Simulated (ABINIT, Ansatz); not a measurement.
# Calculated records

## Quasiparticle gap of BaTiO3 (P4mm) in ABINIT

The structure is tetragonal, space group P4mm (No. 99). Conventional cell: a = 3.990 Å, b = 3.990 Å, c = 4.023 Å, α = 90.00°, β = 90.00°, γ = 90.00°. Nearest to Ba lie 12 O at 2.80 to 2.87 Å. Nearest to Ti lie 6 O at 1.84 to 2.18 Å. O has 2 Ti at 1.84 to 2.18 Å and 4 Ba at 2.82 Å nearest. Nearest to O lie 2 Ti at 2.00 Å and 4 Ba at 2.80 to 2.87 Å. Farther neighbours, and contacts between anions beyond the nearest, are not listed.

```xyz
5
Lattice="3.9905 0.0000 0.0000 0.0000 3.9905 0.0000 0.0000 0.0000 4.0230" Properties=species:S:1:pos:R:3 pbc="T T T"
Ba    0.0000    0.0000    0.0000
Ti    1.9952    1.9952    2.1000
O     1.9952    1.9952    3.9385
O     1.9952    0.0000    1.9632
O     0.0000    1.9952    1.9632
```

```yaml
method: RPA screening on PBE, plane waves, norm-conserving pseudopotentials (and 2 further levels or steps)
program: ABINIT 10.8.3
settings: cutoff 38 Ha, PseudoDojo scalar-relativistic 0.4.1 standard, norm-conserving, ngkpt (4, 4, 4), nband 314, ecuteps 8 Ha, inclvkb 2, shiftk (0, 0, 0), symchi 1, awtr 1, frequency ppm, 4×4×4 k-mesh
cost: 5 runs, 26 min in all on 4 MPI ranks of Arm Neoverse V1, shared host
notes: The program’s warnings: nkpt*nsppol () is not a multiple of nproc spkpt (). The cell and positions come from the Crystallography Open Database and are kept as given unless a step says otherwise. Limits: no spin-orbit coupling. The 4×4×4 mesh is coarse for this cell, which bears on the long-range parts of exchange and screening.
pbe_gap: 1.85 eV, indirect
g0w0_gap_on_the_mesh: 3.34 eV
gw_settings: 4×4×4 mesh, 314 bands, screening to 217.7 eV, Godby-Needs plasmon pole
known_limits: short of the basis limit; no spin-orbit coupling; coarse k mesh
```

G0W0 moves the gap on the mesh from 1.85 eV to 3.34 eV (+1.49 eV), with Z of 0.76 and 0.78 at the edges. Local fields lower the RPA ε∞ on this mesh from 6.44 to 5.79; a Γ-centred mesh this coarse tends to raise both, most where the direct gap is narrow, while a short band sum lowers them.

[Long decimals in the printed logs are rounded to 6 places.]

[Logs are printed without paths, hosts, clocks, repeated set-up lines and the standing remarks that a program may print on its own settings, such as how far it seeks lower states.]

[Paths, hosts, dates, memory and timing lines, banners, echoed tables and standing remarks are left out of the program output; an Ansatz launch command may be rebuilt from the run's recorded settings. Measured values are a selection of at most five: reports struck by readers or far from the other reports are left out. None is set beside runs whose start may be inverted or whose files or cutoffs have a known fault.]

[Runs of the session that timed out or met a known fault of the program may be left out.]

[Hosts, paths, dates, database ids (printed as entryN), source tags and the programs' standing remarks are cut or masked in the printed files.]

[G0W0 gaps are taken among the corrected bands and points alone; a level outside them can change the order at an edge.]

[Where Ansatz stands beside ABINIT at settings called matched, ABINIT's density can come from a denser mesh and the files from another edition; pairs whose starting gaps differed by over 0.03 eV were left out, so agreement reads better than it is.]
